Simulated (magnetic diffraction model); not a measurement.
**CeCu₉Te₆: what an assumed order does to the neutron pattern**

Space group I4/m (no. 87), a = 8.0090 Å, c = 12.0010 Å.

| site | atom | x | y | z |
| --- | --- | --- | --- | --- |
| 2a | Ce | 0 | 0 | 0 |
| 8h | Te | 0.3192 | 0.1488 | 0 |
| 4e | Te | 1/2 | 1/2 | 0.2657 |
| 16i | Cu | 0.3469 | 0.1353 | 0.3407 |
| 2b | Cu | 1/2 | 1/2 | 0 |

The compound is invented for this exercise: a known structure type with other elements, its cell scaled to their sizes and not relaxed.

Only Ce is taken to order (form factors of Ce3+); orders and moment sizes are assumed, and not adapted to the symmetry. Radiation: neutrons of λ = 1.909 Å, 8° to 45°; isotropic B of 0.56 Å² (Ce), 0.57 Å² (Te) and 0.7 Å² (Cu). Simulated constant-wavelength pattern: nuclear and magnetic terms add, the magnetic one as |2.695 fm × Σ f S⊥ exp(2πi Q·r) exp(−B s²)|², summed over all Q at one angle with the factor 1/(sin²θ cos θ). For collinear order S is the moment m, which repeats by lattice and centring translations R with the sign exp(−2πi k·R). Free-ion form factors, Sears's scattering lengths of 1992, no absorption; a label names one of the reflections at its angle. The strongest nuclear line in the range is 100, and lines under 0.2 are left out.

Assume the order k = (0 0 0), collinear moments along [101], 1.5 μB on Ce.

Q: Where does magnetic intensity appear, and how strong is it?

```tsv
2θ (°)	index	nuclear	magnetic
16.48	(1 0 1)	0.1	0.8
19.41	(1 1 0)	0.6	0.3
26.80	(1 1 2)	0.7	0.2
32.29	(2 1 1)	2.7	0.4
33.30	(2 0 2)	0.2	0.2
39.40	(2 2 0)	6.5	0.1
41.92	(2 1 3)	100.0	0.2
42.20	(1 1 4)	12.4	0.1
42.97	(3 0 1)	0.2	0.1
43.77	(2 2 2)	0.2	0.1
44.28	(3 1 0)	54.1	0.1
```

The strongest magnetic line in the range is (1 0 1) at 16.48° (0.8). On top of the Lorentz factor, which all lines share, magnetic lines fade with angle because f falls: for Ce3+ it is 0.96, 0.86, 0.71 and 0.43 at sin θ/λ = 0.1, 0.2, 0.3 and 0.5 Å⁻¹, while nuclear lengths stay constant. The net moment is 1.50 μB a primitive cell.

[Logs are printed without paths, hosts, clocks, repeated set-up lines and the standing remarks that a program may print on its own settings, such as how far it seeks lower states.]
